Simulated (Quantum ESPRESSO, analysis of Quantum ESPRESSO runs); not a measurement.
# Interstitial H in fcc Al, hop from a tetrahedral to the next octahedral site: migration barrier against experiment (Quantum ESPRESSO), part 3 of 3

Subject: interstitial H in fcc Al, hop from a tetrahedral to the next octahedral site. Wanted: its migration barrier, in one set-up (PBE, GBRV 1.5 PBE, 32-site cell, PBE lattice, k: 3x3x3). The model is a cell of 32 host atoms with 1 H put in. The barrier is the energy of the highest image of a climbing band over the relaxed site that the atom leaves. A local or semilocal functional is the cheapest first rung.

Quantum ESPRESSO 7.5; PBE, GBRV 1.5 PBE, 32-site cell, PBE lattice, k: 3x3x3.

So far: Set-up; Relaxation, charge 0.

## 4. Nudged elastic band

A band of images joins the two ends; its highest image climbs to the saddle, whose energy over the site left is the barrier.

This step: Quantum ESPRESSO plane-wave DFT, PBE, GBRV 1.5 PBE potentials; nudged elastic band between two relaxed defect structures.

The input, neb.in:

```
BEGIN
BEGIN_PATH_INPUT
&PATH
  restart_mode = 'from_scratch'
  string_method = 'neb'
  nstep_path = 45
  ds = 1.5
  opt_scheme = 'broyden'
  num_of_images = 5
  k_max = 0.3
  k_min = 0.2
  CI_scheme = 'auto'
  path_thr = 0.05
/
END_PATH_INPUT
BEGIN_ENGINE_INPUT
&CONTROL
  prefix = 'pwscf'
  outdir = './tmp'
  pseudo_dir = './pseudo'
  disk_io = 'low'
/
&SYSTEM
  ibrav = 0
  nat = 33
  ntyp = 2
  ecutwfc = 45
  ecutrho = 360
  nbnd = 63
  occupations = 'smearing'
  smearing = 'mv'
  degauss = 0.00734986
/
&ELECTRONS
  conv_thr = 3d-08
  electron_maxstep = 100
  mixing_beta = 0.5
/
ATOMIC_SPECIES
Al    26.9815 al_pbe_v1.uspp.F.UPF
H      1.0080 h_pbe_v1.4.uspp.F.UPF
CELL_PARAMETERS angstrom
   8.0809509360    0.0000000000    0.0000000000
   0.0000000000    8.0809509360    0.0000000000
   0.0000000000    0.0000000000    8.0809509360
BEGIN_POSITIONS
FIRST_IMAGE
ATOMIC_POSITIONS crystal
Al     0.0003202473    0.0003202473    0.0003202473
Al     0.0007996193    0.2503248020    0.2503248020
Al     0.2503248020    0.0007996193    0.2503248020
Al     0.2503248020    0.2503248020    0.0007996193
Al    -0.0021826243   -0.0021826243    0.5002145056
Al    -0.0021826243    0.2497854944    0.7521826243
Al     0.2497854944   -0.0021826243    0.7521826243
Al     0.2407830104    0.2407830104    0.5092169896
Al    -0.0021826243    0.5002145056   -0.0021826243
Al    -0.0021826243    0.7521826243    0.2497854944
Al     0.2407830104    0.5092169896    0.2407830104
Al     0.2497854944    0.7521826243   -0.0021826243
Al     0.0007996193    0.4996751980    0.4996751980
Al     0.0003202473    0.7496797527    0.7496797527
Al     0.2503248020    0.4996751980    0.7492003807
Al     0.2503248020    0.7492003807    0.4996751980
Al     0.5002145056   -0.0021826243   -0.0021826243
Al     0.5092169896    0.2407830104    0.2407830104
Al     0.7521826243   -0.0021826243    0.2497854944
Al     0.7521826243    0.2497854944   -0.0021826243
Al     0.4996751980    0.0007996193    0.4996751980
Al     0.4996751980    0.2503248020    0.7492003807
Al     0.7496797527    0.0003202473    0.7496797527
Al     0.7492003807    0.2503248020    0.4996751980
Al     0.4996751980    0.4996751980    0.0007996193
Al     0.4996751980    0.7492003807    0.2503248020
Al     0.7492003807    0.4996751980    0.2503248020
Al     0.7496797527    0.7496797527    0.0003202473
Al     0.5092169896    0.5092169896    0.5092169896
Al     0.5002145056    0.7521826243    0.7521826243
Al     0.7521826243    0.5002145056    0.7521826243
Al     0.7521826243    0.7521826243    0.5002145056
H      0.3750000000    0.3750000000    0.3750000000
LAST_IMAGE
ATOMIC_POSITIONS crystal
Al     0.0004469115    0.0004469115    0.0004469115
Al    -0.0060102669    0.2501292714    0.2501292714
Al     0.2501292714   -0.0060102669    0.2501292714
Al     0.2501292714    0.2501292714   -0.0060102669
[... 3 atom lines left out ...]
Al     0.2501292714    0.2501292714    0.5062688097
[... 2 atom lines left out ...]
Al     0.2501292714    0.5062688097    0.2501292714
[... 6 atom lines left out ...]
Al     0.5062688097    0.2501292714    0.2501292714
[... 2 atom lines left out ...]
Al     0.4998116313    0.0004469115    0.4998116313
[... 2 atom lines left out ...]
Al     0.7501292714    0.2501292714    0.5014810828
[... 1 atom line left out ...]
Al     0.5014810828    0.7501292714    0.2501292714
Al     0.7501292714    0.5014810828    0.2501292714
[... 1 atom line left out ...]
Al     0.4998116313    0.4998116313    0.4998116313
[... 3 atom lines left out ...]
H      0.2501292714    0.2501292714    0.2501292714
END_POSITIONS
K_POINTS automatic
3 3 3 0 0 0
END_ENGINE_INPUT
END
```

Launch:

```sh
$ OMP_NUM_THREADS=1 mpirun -n 4 neb.x -ni 2 -inp neb.in > neb.out
```

What it wrote:

```text
[banner, memory and clock lines left out]
          URL

     path-images division:  nimage    =       2

     Parsing file: neb.in

     initial path length           =  3.3409 bohr
     initial inter-image distance  =  0.8352 bohr

     string_method                 =    neb
     restart_mode                  =    from_scratch
     opt_scheme                    =    broyden
     num_of_images                 =    5
     nstep_path                    =    45
     CI_scheme                     =    auto
     first_last_opt                =    F
     use_freezing                  =    F
     ds                            =    1.5000 a.u.
     k_max                         =    0.3000 a.u.
     k_min                         =    0.2000 a.u.
     suggested k_max               =    0.2742 a.u.
     suggested k_min               =    0.1828 a.u.
     path_thr                      =    0.0500 eV / A

     ------------------------------ iteration   1 ------------------------------

     cpu =  0   tcpu =      0.1    self-consistency for image   1
     Message from routine setup:
     using ibrav=0 with symmetry is DISCOURAGED, use correct ibrav instead
     cpu =  0   tcpu =     90.7    self-consistency for image   2
     Message from routine setup:
     using ibrav=0 with symmetry is DISCOURAGED, use correct ibrav instead
     cpu =  0   tcpu =    229.6    self-consistency for image   4
     Message from routine setup:
     using ibrav=0 with symmetry is DISCOURAGED, use correct ibrav instead

     activation energy (->) =   0.226341 eV
     activation energy (<-) =   0.132442 eV

     image        energy (eV)        error (eV/A)        frozen

         1      -2936.3332166            0.017920            T
         2      -2936.1915059            0.645316            F
         3      -2936.1068756            0.481820            F
         4      -2936.1925532            0.386321            F
         5      -2936.2393180            0.009635            T

     climbing image =  3

     path length          =  3.341 bohr
     inter-image distance =  0.835 bohr

     ------------------------------ iteration   2 ------------------------------

     cpu =  0   tcpu =    368.6    self-consistency for image   2
     Message from routine setup:
     using ibrav=0 with symmetry is DISCOURAGED, use correct ibrav instead
     cpu =  0   tcpu =    486.4    self-consistency for image   4
     Message from routine setup:
     using ibrav=0 with symmetry is DISCOURAGED, use correct ibrav instead

     activation energy (->) =   0.209275 eV
     activation energy (<-) =   0.115376 eV

     image        energy (eV)        error (eV/A)        frozen

         1      -2936.3332166            0.017920            T
         2      -2936.1946948            0.288574            F
         3      -2936.1239419            0.374044            F
         4      -2936.1924250            0.185477            F
         5      -2936.2393180            0.009635            T

     climbing image =  3

     path length          =  3.342 bohr
     inter-image distance =  0.836 bohr

     ------------------------------ iteration   3 ------------------------------

     cpu =  0   tcpu =    586.9    self-consistency for image   2
     Message from routine setup:
     using ibrav=0 with symmetry is DISCOURAGED, use correct ibrav instead
     cpu =  0   tcpu =    718.2    self-consistency for image   4
     Message from routine setup:
     using ibrav=0 with symmetry is DISCOURAGED, use correct ibrav instead

     activation energy (->) =   0.188784 eV
     activation energy (<-) =   0.094885 eV

     image        energy (eV)        error (eV/A)        frozen

         1      -2936.3332166            0.017920            T
         2      -2936.2043256            0.158272            F
         3      -2936.1444330            0.184229            F
         4      -2936.1948379            0.102840            F
         5      -2936.2393180            0.009635            T

     climbing image =  3

     path length          =  3.352 bohr
     inter-image distance =  0.838 bohr

     ------------------------------ iteration   4 ------------------------------

     cpu =  0   tcpu =    825.5    self-consistency for image   2
     Message from routine setup:
     using ibrav=0 with symmetry is DISCOURAGED, use correct ibrav instead
     cpu =  0   tcpu =    943.9    self-consistency for image   4
     Message from routine setup:
     using ibrav=0 with symmetry is DISCOURAGED, use correct ibrav instead

     activation energy (->) =   0.184190 eV
     activation energy (<-) =   0.090291 eV

     image        energy (eV)        error (eV/A)        frozen

         1      -2936.3332166            0.017920            T
         2      -2936.2101258            0.103157            F
         3      -2936.1490267            0.118911            F
         4      -2936.1968051            0.073956            F
         5      -2936.2393180            0.009635            T

     climbing image =  3

     path length          =  3.358 bohr
     inter-image distance =  0.840 bohr

     ------------------------------ iteration   5 ------------------------------

     cpu =  0   tcpu =   1061.7    self-consistency for image   2
     Message from routine setup:
     using ibrav=0 with symmetry is DISCOURAGED, use correct ibrav instead
     cpu =  0   tcpu =   1209.5    self-consistency for image   4
     Message from routine setup:
     using ibrav=0 with symmetry is DISCOURAGED, use correct ibrav instead

     activation energy (->) =   0.179540 eV
     activation energy (<-) =   0.085642 eV

     image        energy (eV)        error (eV/A)        frozen

         1      -2936.3332166            0.017920            T
         2      -2936.2176225            0.052457            F
         3      -2936.1536765            0.032966            F
         4      -2936.1993619            0.035196            F
         5      -2936.2393180            0.009635            T

     climbing image =  3

     path length          =  3.379 bohr
     inter-image distance =  0.845 bohr

     ------------------------------ iteration   6 ------------------------------

     cpu =  0   tcpu =   1323.2    self-consistency for image   2
     Message from routine setup:
     using ibrav=0 with symmetry is DISCOURAGED, use correct ibrav instead
     cpu =  0   tcpu =   1427.2    self-consistency for image   4
     Message from routine setup:
     using ibrav=0 with symmetry is DISCOURAGED, use correct ibrav instead

     activation energy (->) =   0.179080 eV
     activation energy (<-) =   0.085181 eV

     image        energy (eV)        error (eV/A)        frozen

         1      -2936.3332166            0.017920            T
         2      -2936.2181285            0.047197            F
         3      -2936.1541368            0.027554            F
         4      -2936.1992997            0.018053            F
         5      -2936.2393180            0.009635            T

     climbing image =  3

     path length          =  3.379 bohr
     inter-image distance =  0.845 bohr

     neb: convergence achieved in   6 iterations
```

The job ended after 25 min (4 MPI ranks of Arm Neoverse V1, shared host; peak memory 2.1 GiB; 1.7 h of CPU time).

Images along the path:

```csv
image,path (Å),energy (eV),"H33: x, y, z (Å)"
0,0.000,0.0000,"3.030, 3.030, 3.030"
1,0.489,0.1151,"2.753, 2.753, 2.753"
2,0.894,0.1791,"2.524, 2.524, 2.524"
3,1.323,0.1339,"2.285, 2.285, 2.285"
4,1.788,0.0939,"2.021, 2.021, 2.021"
```

This step gave:

```yaml
barrier_forward: 0.1791 eV
```

## 5. What came out

```yaml
migration_barrier_saddle_less_minimum: 0.18 eV
energy_difference_of_the_two_ends: 0.09 eV
length_of_the_hop: 1.75 Å
```

In words: Migration barrier: computed 0.18 eV, measured 0.452 eV; 0.27 eV below the measurement. The measured number is an Arrhenius activation energy of long-range diffusion; for H it holds zero-point energy, and trapping at vacancies and dislocations can raise it. One hop between neighbouring sites is computed at the host's lattice. Limits: the periodic copies of the defect are only 8.1 Å apart.

[Logs are printed without paths, hosts, clocks, repeated set-up lines and the standing remarks that a program may print on its own settings, such as how far it seeks lower states.]

[Hosts, paths, dates, database ids (printed as entryN), source tags and the programs' standing remarks are cut or masked in the printed files.]

[For some hosts the program warned that the k-mesh of the response run may be too coarse for force constants and the static dielectric constant; such warnings are not shown here.]
